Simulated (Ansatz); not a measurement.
## LiZnF3: complex band structure

Wanted: the relaxed cell of LiZnF3, its band edges and its decay constants. It is built by putting Li for K, Zn for Mg in the KMgF3 structure of space group Pm-3m, with the volume rescaled by atomic radii. The parent structure comes from the Materials Project.

Main program and level: Ansatz 0.2.0; PBEsol DFT, plane waves, PAW files, in the first sound run; inputs show where later runs differ.

The structure was built from a prototype and need not be the compound's stable phase.

## Step 1: The starting structure

The structure is cubic, space group Pm-3m (No. 221). The conventional cell has a = 3.445 Å, b = 3.445 Å, c = 3.445 Å, α = 90.00°, β = 90.00°, γ = 90.00°. Li has 12 F at 2.44 Å nearest. Nearest to Zn lie 6 F at 1.72 Å. F has 2 Zn at 1.72 Å and 4 Li at 2.44 Å nearest. It derives from KMgF3. Li for K, Zn for Mg in the KMgF3 structure of space group Pm-3m. Farther neighbours and most contacts between anions are not listed.

## Step 2: Relaxing the new crystal

The substituted atoms don't fit the parent's cell, so cell and atoms relax together. A small smearing keeps the run stable in case the gap closes on the way.

input.yaml

```yaml
crystal:
  lattice:
    - [3.444905377, 0.0, 0.0]
    - [0.0, 3.444905377, 0.0]
    - [0.0, 0.0, 3.444905377]
  atoms:
    - { symbol: Li, position: [0.5, 0.5, 0.5] }
    - { symbol: Zn, position: [0.0, 0.0, 0.0] }
    - { symbol: F, position: [0.0, 0.5, 0.0] }
    - { symbol: F, position: [0.0, 0.0, 0.5] }
    - { symbol: F, position: [0.5, 0.0, 0.0] }
kpoints:
  mp_grid: { grid: [6, 6, 6] }
scf:
  occupations: { method: gaussian, width: 0.03 }
hamiltonian:
  xc: pbesol
output:
  forces: true
  stress: true
relax:
  f_tol: 0.02
  max_steps: 60
  cell: {}
```

Launch:

```sh
$ ansatz run input.yaml --threads 2 --pin off --max-ram 4096MiB --backend cpu --events-out ev --progress --plain --runs-dir out
```

Numbers of over 12 decimals in the logs are rounded to 6 here.

The log of the run:

```text
Engine: ansatz 0.2.0, x86_64-unknown-linux-gnu
Pseudopotentials: kind: paw
Pseudopotential: Li, paw, valence charge 3, recommended cutoff 420 eV (normal), Li.paw.azcp
Pseudopotential: Zn, paw, valence charge 12, recommended cutoff 420 eV (normal), Zn.paw.azcp
Pseudopotential: F, paw, valence charge 7, recommended cutoff 420 eV (normal), F.paw.azcp
Functional definition: PBEsol
  exchange = pbesol_x
  correlation = pbesol_c
Crystal: 5 atoms, lattice volume = 40.882 Å³
Basis set: ecut = 420 eV, 799 PW (Γ), exchange–correlation on 48×48×48 points (8 copies of the dense FFT grid, shifted against one another)
Bands: 23, of which v1, the nominal top of the filled ones, is band 18 counted from 1 (17 counted from 0)
Symmetry: 48 space group operations
Space group: Pm-3m (ITA 221), of the structure as read, at distance tolerance 3.4e-5 Å
k-points: 20 of 216
Non-local potential: Li, projectors of the file, l = 0: 3, l = 1: 2, l = 2: 1
Non-local potential: Zn, projectors of the file, l = 0: 2, l = 1: 2, l = 2: 3, l = 3: 1
Non-local potential: F, projectors of the file, l = 0: 2, l = 1: 2, l = 2: 1
PAW form: soft (Blöchl's): semilocal exchange-correlation on the pseudo side does not see the compensation charge
PAW frozen core: Zn, regenerated for the run's functional, and the local potential with it (the file was generated under x = pbe(κ = 0.804, μ = 0.219515), c = pbe(β = 0.066725))
PAW frozen core: F, regenerated for the run's functional, and the local potential with it (the file was generated under x = pbe(κ = 0.804, μ = 0.219515), c = pbe(β = 0.066725))
PAW one-centre angular grid: Li, 110 points (default); XC on 64 Gauss nodes
PAW one-centre angular grid: Zn, 590 points (default); XC on 64 Gauss nodes
PAW one-centre angular grid: F, 110 points (default); XC on 64 Gauss nodes
Initial density: superposition of atomic densities (neutral atoms: chi_scale 0, normalization atom), corrected by the library's trained network
Initial wavefunctions: pseudopotential atomic-orbital guess
Functional: x = pbesol(κ = 0.804, μ = 0.123457), c = pbesol(β = 0.046)
SCF iter   1: F=—  HF=-5884.271282 eV  |F-HF|=—  |Δ(HF+E_count)|=         —  Δρ=1.36e-2  dr2=4.15e-2  ethr=1.77e-3  ⟨swp⟩=6.2  Hψ=2255  notcnv=0
preconditioner: auto → Resta (q_TF=auto, 2.671 Å⁻¹)  ε∞=4.5  [insulator: Δε(μ)=2.424 eV  Ē_g=18.139 eV  σ=0.030 eV  W_gap=1.00  n_scr=18 (ndim 8)  ℏωp=33.9 eV  f_vac=0.073  D(μ)=0.00/eV (n_scr^D=0)  ε∞_Penn≈4.5]
SCF iter   2: F=—  HF=-5884.257825 eV  |F-HF|=—  |Δ(HF+E_count)|=   1.35e-2  Δρ=1.45e-3  dr2=4.04e-4  ethr=1.15e-4  ⟨swp⟩=2.4  Hψ=943  notcnv=0  defer=20
SCF iter   3: F=—  HF=-5884.257605 eV  |F-HF|=—  |Δ(HF+E_count)|=   2.20e-4  Δρ=1.10e-3  dr2=2.82e-4  ethr=1.12e-6  ⟨swp⟩=2.0  Hψ=800  notcnv=0  defer=20
SCF iter   4: F=—  HF=-5884.257556 eV  |F-HF|=—  |Δ(HF+E_count)|=   4.91e-5  Δρ=3.14e-4  dr2=1.72e-5  ethr=7.83e-7  ⟨swp⟩=2.0  Hψ=704  notcnv=0  defer=20
SCF iter   5: F=—  HF=-5884.256728 eV  |F-HF|=—  |Δ(HF+E_count)|=   8.28e-4  Δρ=8.22e-5  dr2=1.96e-6  ethr=4.78e-8  ⟨swp⟩=2.0  Hψ=799  notcnv=0  defer=20
SCF iter   6: F=—  HF=-5884.256729 eV  |F-HF|=—  |Δ(HF+E_count)|=   1.27e-6  Δρ=3.29e-5  dr2=1.46e-7  ethr=5.46e-9  ⟨swp⟩=2.0  Hψ=800  notcnv=0  defer=20
SCF iter   7: F=-5884.256729 eV  HF=-5884.256729 eV  |F-HF|=4.45e-10  |Δ(HF+E_count)|=   7.00e-8  Δρ=4.60e-6  dr2=6.35e-9  ethr=2.78e-10  ⟨swp⟩=4.0  Hψ=1542  notcnv=0
SCF 1 converged in 7 iterations: F = -5884.256729 eV  dr2 = 6.35e-9
  greatest PAW one-centre occupation: 1.000 electrons in one spin orbital (limit 2), on the Zn atom at site 1 (counted from 0), in its partial waves of l = 2
relax step   1: F+E_penalty+E_count = -5884.25672939 eV  Δ(F+E_penalty+E_count) = +0.000e0 eV  max|allowed force component| = 8.717e-30 eV/Å  Δτ_max = 0.0000 Å  P = +91.799 GPa  Ω = 40.882 Å³  (7 SCF iters, dr2 threshold 1.00e-7 eV, accepted)
Crystal: 5 atoms, lattice volume = 47.147 Å³
Basis set: ecut = 420 eV, 925 PW (Γ), exchange–correlation on 48×48×48 points (8 copies of the dense FFT grid, shifted against one another)
Initial density: handed on by an earlier stage of this run
Initial wavefunctions: those handed on with the density
iter 1 solved again at ethr=8.56e-4 eV; its pass at ethr=3.10e-3 eV (dr2=3.08e-1 eV) is discarded
SCF iter   1: F=—  HF=-5886.862306 eV  |F-HF|=—  |Δ(HF+E_count)|=         —  Δρ=3.09e-2  dr2=3.05e-1  ethr=8.56e-4  ⟨swp⟩=1.0  Hψ=2855  notcnv=0
preconditioner: auto → Resta (q_TF=auto, 2.608 Å⁻¹)  ε∞=4.6  [insulator: Δε(μ)=1.768 eV  Ē_g=16.539 eV  σ=0.030 eV  W_gap=1.00  n_scr=18 (ndim 8)  ℏωp=31.5 eV  f_vac=0.148  D(μ)=0.00/eV (n_scr^D=0)  ε∞_Penn≈4.6]
SCF iter   2: F=—  HF=-5886.749711 eV  |F-HF|=—  |Δ(HF+E_count)|=   1.13e-1  Δρ=7.43e-3  dr2=2.24e-2  ethr=8.48e-4  ⟨swp⟩=2.2  Hψ=840  notcnv=0
SCF iter   3: F=—  HF=-5886.733552 eV  |F-HF|=—  |Δ(HF+E_count)|=   1.62e-2  Δρ=4.93e-3  dr2=1.56e-2  ethr=6.22e-5  ⟨swp⟩=2.0  Hψ=958  notcnv=0  defer=19
SCF iter   4: F=—  HF=-5886.726957 eV  |F-HF|=—  |Δ(HF+E_count)|=   6.59e-3  Δρ=1.69e-3  dr2=1.34e-3  ethr=4.35e-5  ⟨swp⟩=2.0  Hψ=790  notcnv=0  defer=20
SCF iter   5: F=—  HF=-5886.726938 eV  |F-HF|=—  |Δ(HF+E_count)|=   1.92e-5  Δρ=7.31e-4  dr2=1.97e-4  ethr=3.72e-6  ⟨swp⟩=2.0  Hψ=853  notcnv=0  defer=20
SCF iter   6: F=—  HF=-5886.727170 eV  |F-HF|=—  |Δ(HF+E_count)|=   2.32e-4  Δρ=1.31e-4  dr2=9.72e-6  ethr=5.46e-7  ⟨swp⟩=2.1  Hψ=789  notcnv=0  defer=20
SCF iter   7: F=—  HF=-5886.727174 eV  |F-HF|=—  |Δ(HF+E_count)|=   3.75e-6  Δρ=6.39e-5  dr2=1.75e-6  ethr=2.70e-8  ⟨swp⟩=2.0  Hψ=727  notcnv=0  defer=20
SCF iter   8: F=-5886.727173 eV  HF=-5886.727173 eV  |F-HF|=3.72e-8  |Δ(HF+E_count)|=   4.94e-7  Δρ=8.18e-6  dr2=4.07e-8  ethr=1.39e-9  ⟨swp⟩=4.8  Hψ=1736  notcnv=0
SCF 2 converged in 8 iterations: F = -5886.727173 eV  dr2 = 4.07e-8
  greatest PAW one-centre occupation: 0.999 electrons in one spin orbital (limit 2), on the Li atom at site 0 (counted from 0), in its partial waves of l = 0
relax step   2: F+E_penalty+E_count = -5886.72717330 eV  Δ(F+E_penalty+E_count) = -2.470e0 eV  max|allowed force component| = 4.819e-30 eV/Å  Δτ_max = 0.0000 Å  P = +41.145 GPa  Ω = 47.147 Å³  energy of the carried Pulay correction = -3.789e-2 eV  (8 SCF iters, dr2 threshold 5.00e-7 eV, accepted)
Crystal: 5 atoms, lattice volume = 53.822 Å³
Basis set: ecut = 420 eV, 1021 PW (Γ), exchange–correlation on 48×48×48 points (8 copies of the dense FFT grid, shifted against one another)
iter 1 solved again at ethr=6.52e-4 eV; its pass at ethr=3.10e-3 eV (dr2=2.35e-1 eV) is discarded
[...]
SCF iter   4: F=—  HF=-5887.670651 eV  |F-HF|=—  |Δ(HF+E_count)|=   5.19e-3  Δρ=1.44e-3  dr2=8.88e-4  ethr=3.50e-5  ⟨swp⟩=2.0  Hψ=798  notcnv=0  defer=19
SCF iter   5: F=—  HF=-5887.670703 eV  |F-HF|=—  |Δ(HF+E_count)|=   5.25e-5  Δρ=6.42e-4  dr2=1.41e-4  ethr=2.47e-6  ⟨swp⟩=2.0  Hψ=855  notcnv=0  defer=20
SCF iter   6: F=—  HF=-5887.672167 eV  |F-HF|=—  |Δ(HF+E_count)|=   1.46e-3  Δρ=1.07e-4  dr2=9.55e-6  ethr=3.91e-7  ⟨swp⟩=2.0  Hψ=754  notcnv=0  defer=20
SCF iter   7: F=—  HF=-5887.672171 eV  |F-HF|=—  |Δ(HF+E_count)|=   4.38e-6  Δρ=5.56e-5  dr2=1.21e-6  ethr=2.65e-8  ⟨swp⟩=2.0  Hψ=734  notcnv=0  defer=20
SCF iter   8: F=-5887.672171 eV  HF=-5887.672171 eV  |F-HF|=7.43e-9  |Δ(HF+E_count)|=   2.15e-7  Δρ=6.37e-6  dr2=3.08e-8  ethr=1.39e-9  ⟨swp⟩=4.7  Hψ=1682  notcnv=0
SCF 3 converged in 8 iterations: F = -5887.672171 eV  dr2 = 3.08e-8
relax step   3: F+E_penalty+E_count = -5887.67217101 eV  Δ(F+E_penalty+E_count) = -9.450e-1 eV  max|allowed force component| = 7.954e-31 eV/Å  Δτ_max = 0.0000 Å  P = +8.190 GPa  Ω = 53.822 Å³  energy of the carried Pulay correction = -7.280e-2 eV  (8 SCF iters, dr2 threshold 5.00e-7 eV, accepted)
[... from here on, the SCF cycles and remarks between the steps are left out ...]
relax step   4: F+E_penalty+E_count = -5887.71586051 eV  Δ(F+E_penalty+E_count) = -4.369e-2 eV  max|allowed force component| = 1.808e-29 eV/Å  Δτ_max = 0.0000 Å  P = +0.590 GPa  Ω = 55.781 Å³  energy of the carried Pulay correction = -8.215e-2 eV  (7 SCF iters, dr2 threshold 5.00e-7 eV, accepted)
relax step   5: F+E_penalty+E_count = -5887.71541545 eV  Δ(F+E_penalty+E_count) = +4.451e-4 eV  max|allowed force component| = 2.434e-30 eV/Å  Δτ_max = 0.0000 Å  P = +0.004 GPa  Ω = 55.939 Å³  energy of the carried Pulay correction = -8.288e-2 eV  (5 SCF iters, dr2 threshold 5.00e-7 eV, accepted)
relax step   6: F+E_penalty+E_count = -5888.22084790 eV  Δ(F+E_penalty+E_count) = -5.054e-1 eV  max|allowed force component| = 7.672e-30 eV/Å  Δτ_max = 0.0000 Å  P = +11.642 GPa  Ω = 55.939 Å³  stress off target by 1.16e1 GPa  SCF on the basis re-selected at this cell (its energy is not comparable with the rows above)  (9 SCF iters)
relax step   7: F+E_penalty+E_count = -5888.36409572 eV  Δ(F+E_penalty+E_count) = -1.432e-1 eV  max|allowed force component| = 3.137e-29 eV/Å  Δτ_max = 0.0000 Å  P = +4.853 GPa  Ω = 59.150 Å³  energy of the carried Pulay correction = -1.892e-2 eV  (7 SCF iters, dr2 threshold 5.00e-7 eV, accepted)
relax step   8: F+E_penalty+E_count = -5888.38449732 eV  Δ(F+E_penalty+E_count) = -2.040e-2 eV  max|allowed force component| = 5.946e-30 eV/Å  Δτ_max = 0.0000 Å  P = +0.647 GPa  Ω = 61.678 Å³  energy of the carried Pulay correction = -4.078e-2 eV  (7 SCF iters, dr2 threshold 5.00e-7 eV, accepted)
relax step   9: F+E_penalty+E_count = -5888.38114099 eV  Δ(F+E_penalty+E_count) = +3.356e-3 eV  max|allowed force component| = 1.449e-29 eV/Å  Δτ_max = 0.0000 Å  P = +0.042 GPa  Ω = 62.087 Å³  energy of the carried Pulay correction = -4.502e-2 eV  (5 SCF iters, dr2 threshold 5.00e-7 eV, accepted)
relax step  10: F+E_penalty+E_count = -5888.43252381 eV  Δ(F+E_penalty+E_count) = -5.138e-2 eV  max|allowed force component| = 1.722e-29 eV/Å  Δτ_max = 0.0000 Å  P = +0.441 GPa  Ω = 62.087 Å³  stress off target by 4.41e-1 GPa  SCF on the basis re-selected at this cell (its energy is not comparable with the rows above)  (9 SCF iters)
relax step  11: F+E_penalty+E_count = -5888.43160409 eV  Δ(F+E_penalty+E_count) = +9.197e-4 eV  max|allowed force component| = 3.151e-29 eV/Å  Δτ_max = 0.0000 Å  P = +0.025 GPa  Ω = 62.387 Å³  energy of the carried Pulay correction = -1.355e-3 eV  (5 SCF iters, dr2 threshold 4.86e-7 eV, accepted)
iter 1 solved again at ethr=1.36e-7 eV; its pass at ethr=3.10e-3 eV (dr2=4.90e-5 eV) is discarded
SCF iter   1: F=—  HF=-5888.432941 eV  |F-HF|=—  |Δ(HF+E_count)|=         —  Δρ=6.48e-5  dr2=4.77e-7  ethr=1.36e-7  ⟨swp⟩=3.0  Hψ=3179  notcnv=0
preconditioner: auto → Resta (q_TF=auto, 2.489 Å⁻¹)  ε∞=4.3  [insulator: Δε(μ)=3.085 eV  Ē_g=15.053 eV  σ=0.030 eV  W_gap=1.00  n_scr=18 (ndim 8)  ℏωp=27.4 eV  f_vac=0.202  D(μ)=0.00/eV (n_scr^D=0)  ε∞_Penn≈4.3]
SCF iter   2: F=—  HF=-5888.433048 eV  |F-HF|=—  |Δ(HF+E_count)|=   1.07e-4  Δρ=3.40e-5  dr2=2.39e-7  ethr=1.32e-9  ⟨swp⟩=2.0  Hψ=820  notcnv=0
SCF iter   3: F=—  HF=-5888.433048 eV  |F-HF|=—  |Δ(HF+E_count)|=   3.61e-8  Δρ=1.49e-5  dr2=3.08e-8  ethr=6.63e-10  ⟨swp⟩=2.0  Hψ=705  notcnv=0
SCF iter   4: F=—  HF=-5888.433048 eV  |F-HF|=—  |Δ(HF+E_count)|=   2.16e-8  Δρ=9.17e-6  dr2=1.47e-8  ethr=8.56e-11  ⟨swp⟩=2.0  Hψ=746  notcnv=0
SCF iter   5: F=—  HF=-5888.433048 eV  |F-HF|=—  |Δ(HF+E_count)|=  5.97e-10  Δρ=1.60e-6  dr2=1.01e-9  ethr=4.08e-11  ⟨swp⟩=2.1  Hψ=744  notcnv=0
SCF iter   6: F=—  HF=-5888.433048 eV  |F-HF|=—  |Δ(HF+E_count)|=  4.35e-10  Δρ=6.10e-7  dr2=3.08e-10  ethr=2.80e-12  ⟨swp⟩=2.0  Hψ=728  notcnv=0
SCF iter   7: F=-5888.433048 eV  HF=-5888.433048 eV  |F-HF|=9.09e-13  |Δ(HF+E_count)|=  1.06e-10  Δρ=2.88e-7  dr2=2.77e-11  ethr=1.00e-12  ⟨swp⟩=2.8  Hψ=1847  notcnv=0
SCF 12 converged in 7 iterations: F = -5888.433048 eV  dr2 = 2.77e-11
relax step  12: F+E_penalty+E_count = -5888.43304849 eV  Δ(F+E_penalty+E_count) = -1.444e-3 eV  max|allowed force component| = 1.333e-29 eV/Å  Δτ_max = 0.0000 Å  P = +0.035 GPa  Ω = 62.387 Å³  stress off target by 3.47e-2 GPa  SCF on the basis re-selected at this cell (its energy is not comparable with the rows above)  (7 SCF iters)
basis re-selected at this cell: Δ(F+E_penalty+E_count) = -1.444e-3 eV, ΔP = +0.009 GPa vs the last step (what re-selecting the basis moved, of the pressure what is left beyond the Pulay correction that the steps carried, after the strain that the cell walked since its last selection, with what the two solves' SCF thresholds leave and, on support functions, any second-order correction that the steps lacked; it is no m [...]
SCF converged after 7 iterations
Free energy (F): -5888.433048 eV
Harris-Foulkes:  -5888.433048 eV  (|F-HF|=9.09e-13)
Internal energy: -5888.433048 eV  (E = F + TS)
E sigma→0 (E₀):  -5888.433048 eV
Fermi energy:    4.195743 eV
--- Per-component energies (eV) ---
  E_band       = -216.795489
  E_kinetic    = 769.881324
  E_local      = -4209.908745  (includes V_loc(G=0)·N_el)
  E_nonlocal   = 814.646359
  E_hartree    = 1698.645476
  E_xc         = -379.961976
  E_vxc        = -367.773693  (∫ρ·V_xc dr)
  E_paw        = -2400.745748  (= ΣΔE_a)
  E_vpaw       = -620.937335  (= ΣTr[D̂ρ^β])
  E_aug_tail   = 0.005676  (compensation charges beyond the density's cutoff)
  E_ewald      = -2181.920098
  E_core_change = 0.924683  (= ΣΔE_core)
  E_smearing   = -0.000000  (= −TS)
  E_closure    = 0.000000  (closes the sum)
  Σ components = -5888.433048   (vs F -5888.433048, Δ=0.00e0)
--- Forces (eV/Å), atoms counted from 1 ---
  atom   1  Li    -0.00000000    -0.00000000     0.00000000
  atom   2  Zn    -0.00000000     0.00000000    -0.00000000
  atom   3  F      0.00000000     0.00000000     0.00000000
  atom   4  F      0.00000000     0.00000000    -0.00000000
  atom   5  F      0.00000000    -0.00000000    -0.00000000
  max |Σ_I F_I| component: 1.18e-29 eV/Å
--- Stress (GPa, compression-positive) ---
        0.034664      -0.000000      -0.000000
       -0.000000       0.034664      -0.000000
        0.000000      -0.000000       0.034664
  P = ⅓ Tr σ = 0.0347 GPa (0.347 kbar)
--- Relaxed structure (9 steps of the walk, 9 accepted, 3 SCFs on fresh bases) ---
  F+E_penalty+E_count = -5888.43304849 eV   max|allowed force component| = 1.333e-29 eV/Å   (the final SCF, on the basis selected at the relaxed cell)
  cell:  # Å, volume = 62.3871 Å³
    - [3.966111, 0, 0]
    - [0, 3.966111, 0]
    - [0, 0, 3.966111]
  atoms:
    - { symbol: Li, position: [0.500000, 0.500000, 0.500000] }
    - { symbol: Zn, position: [0, 0, 0] }
    - { symbol: F, position: [0, 0.500000, 0] }
    - { symbol: F, position: [0, 0, 0.500000] }
    - { symbol: F, position: [0.500000, 0, 0] }
```

Elapsed: 6.9 s, on 2 threads of Intel Xeon 6975P-C (Granite Rapids), shared host; peak memory 0.41 GiB.

Relaxation path:

| step | energy less that of the first step (eV) | largest force component (eV/Å) | pressure (GPa) | volume (Å³) |
| --- | --- | --- | --- | --- |
| 1 | 0.0000 | 0.0000 | 91.80 | 40.88 |
| 2 | -2.4704 | 0.0000 | 41.15 | 47.15 |
| 3 | -3.4154 | 0.0000 | 8.19 | 53.82 |
| 4 | -3.4591 | 0.0000 | 0.59 | 55.78 |
| 5 | -3.4587 | 0.0000 | 0.00 | 55.94 |
| 6* | -3.9641 | 0.0000 | 11.64 | 55.94 |
| 7 | -4.1074 | 0.0000 | 4.85 | 59.15 |
| 8 | -4.1278 | 0.0000 | 0.65 | 61.68 |
| 9 | -4.1244 | 0.0000 | 0.04 | 62.09 |
| 10* | -4.1758 | 0.0000 | 0.44 | 62.09 |
| 11 | -4.1749 | 0.0000 | 0.03 | 62.39 |
| 12* | -4.1763 | 0.0000 | 0.03 | 62.39 |

Relaxation steps marked * repeat the geometry before them on a plane-wave basis chosen anew for their cell, so energy and pressure can jump there.

The run keeps the 48 symmetry operations that it works with, so distortions that break them were not tested.

| cell as run | before | after | change |
| --- | --- | --- | --- |
| a (Å) | 3.445 | 3.966 | +15.1 % |
| b (Å) | 3.445 | 3.966 | +15.1 % |
| c (Å) | 3.445 | 3.966 | +15.1 % |
| volume (Å³/atom) | 8.18 | 12.48 | +52.6 % |

Final coordinates:

```cif
data_structure
_symmetry_space_group_name_H-M 'P 1'
_symmetry_Int_Tables_number 1
_cell_length_a 3.9661
_cell_length_b 3.9661
_cell_length_c 3.9661
_cell_angle_alpha 90.000
_cell_angle_beta 90.000
_cell_angle_gamma 90.000
_cell_volume 62.39
loop_
_atom_site_label
_atom_site_type_symbol
_atom_site_fract_x
_atom_site_fract_y
_atom_site_fract_z
_atom_site_occupancy
Li1 Li 0.50000 0.50000 0.50000 1
Zn2 Zn 0.00000 0.00000 0.00000 1
F3 F 0.00000 0.50000 0.00000 1
F4 F 0.00000 0.00000 0.50000 1
F5 F 0.50000 0.00000 0.00000 1
```

Numbers from this step:

```
free energy  : -5888.4330 eV
Fermi energy : 4.196 eV
pressure     : 0.03466 GPa
```

The largest force component on a free atom ends at 1.3e-29 eV/Å.

## Step 3: The bulk crystal and its band edges

The energy window and the wavevectors of the next steps follow from the band edges, so these are searched first, off the mesh as well.

input.yaml

```yaml
crystal:
  lattice:
    - [3.9661110296, 0.0, 0.0]
    - [0.0, 3.9661110296, 0.0]
    - [0.0, 0.0, 3.9661110296]
  atoms:
    - { symbol: Li, position: [0.5, 0.5, 0.5] }
    - { symbol: Zn, position: [0.0, 0.0, 0.0] }
    - { symbol: F, position: [0.0, 0.5, 0.0] }
    - { symbol: F, position: [0.0, 0.0, 0.5] }
    - { symbol: F, position: [0.5, 0.0, 0.0] }
kpoints:
  mp_grid: { grid: [8, 8, 8] }
  band_path: { path: [VBM, CBM], npoints: 30 }
scf:
  occupations: { method: fixed }
hamiltonian:
  xc: pbesol
output:
  eigenvalues: true
  write_potential: true
  write_density: true
  volumetric_format: npy
```

The log of the run:

```text
[...]
Crystal: 5 atoms, lattice volume = 62.387 Å³
Basis set: ecut = 420 eV, 1213 PW (Γ)
Bands: 23, of which v1, the nominal top of the filled ones, is band 18 counted from 1 (17 counted from 0)
Symmetry: 48 space group operations
[...]
k-points: 35 of 512
[...]
SCF iter   1: F=—  HF=-5888.456167 eV  |F-HF|=—  |Δ(HF+E_count)|=         —  Δρ=1.41e-2  dr2=7.60e-2  ethr=1.77e-3  ⟨swp⟩=4.5  Hψ=3427  notcnv=0  defer=79
[...]
SCF iter   7: F=-5888.433195 eV  HF=-5888.433195 eV  |F-HF|=4.56e-9  |Δ(HF+E_count)|=   3.06e-7  Δρ=7.77e-6  dr2=8.02e-8  ethr=2.78e-10  ⟨swp⟩=6.1  Hψ=3002  notcnv=0
SCF 1 converged in 7 iterations: F = -5888.433195 eV  dr2 = 8.02e-8
[...]
NSCF: frozen V_eff on 20 k-points
[...]
SCF converged after 7 iterations
Free energy (F): -5888.433195 eV
[...]
Internal energy: -5888.433195 eV  (E = F + TS)
E sigma→0 (E₀):  -5888.433195 eV
Fermi energy:    2.653341 eV
[...]
--- Band table (eV; the first three rows and the last of 35) ---
  k-point 0: bands = [... 14 lower, 0.1995, 0.2779, 0.2779, 0.2779, 5.7385, 10.1827, 13.4740, 13.4740, ... 1 higher]
  k-point 1: bands = [... 14 lower, 0.2339, 0.3243, 0.3243, 0.4180, 6.0233, 10.3210, 12.6160, 13.4316, ... 1 higher]
  k-point 2: bands = [... 14 lower, 0.2554, 0.4668, 0.4668, 0.7043, 6.7629, 10.5346, 11.6875, 13.3264, ... 1 higher]
  k-point 34: bands = [... 14 lower, 0.8248, 0.8248, 2.6533, 2.6533, 10.5703, 11.9811, 11.9811, 11.9811, ... 1 higher]
```

It took 1.9 s on 2 threads; peak memory 0.39 GiB; 3.5 s of CPU time.

This step gave:

* free energy: -5888.4332 eV
* Fermi energy: 2.653 eV
* gap on the k-mesh: 3.085 eV
* gap on path: 3.085 eV, by band count; negative where bands overlap
* direct gap on path: 5.461 eV
* edge places on path: 0, 1.372 1/A along the path

The electronic bands at the labelled points (eV, zero at the Fermi level (highest filled level under fixed occupations); v1 is the highest filled band, c1 the lowest empty one):

| point | v4 | v3 | v2 | v1 | c1 | c2 |
| --- | --- | --- | --- | --- | --- | --- |
| VBM | -1.83 | -1.83 | 0.00 | 0.00 | 7.92 | 9.33 |
| halfway | -2.26 | -2.15 | -1.17 | -1.17 | 5.53 | 8.59 |
| CBM | -2.45 | -2.38 | -2.38 | -2.38 | 3.09 | 7.53 |

The searched edges give 3.09 eV, as on the mesh.

(Continued in part 2 of 3.)

[Logs are printed without paths, hosts, clocks, repeated set-up lines and the standing remarks that a program may print on its own settings, such as how far it seeks lower states.]

[Hosts, paths, dates, database ids (printed as entryN), source tags and the programs' standing remarks are cut or masked in the printed files.]
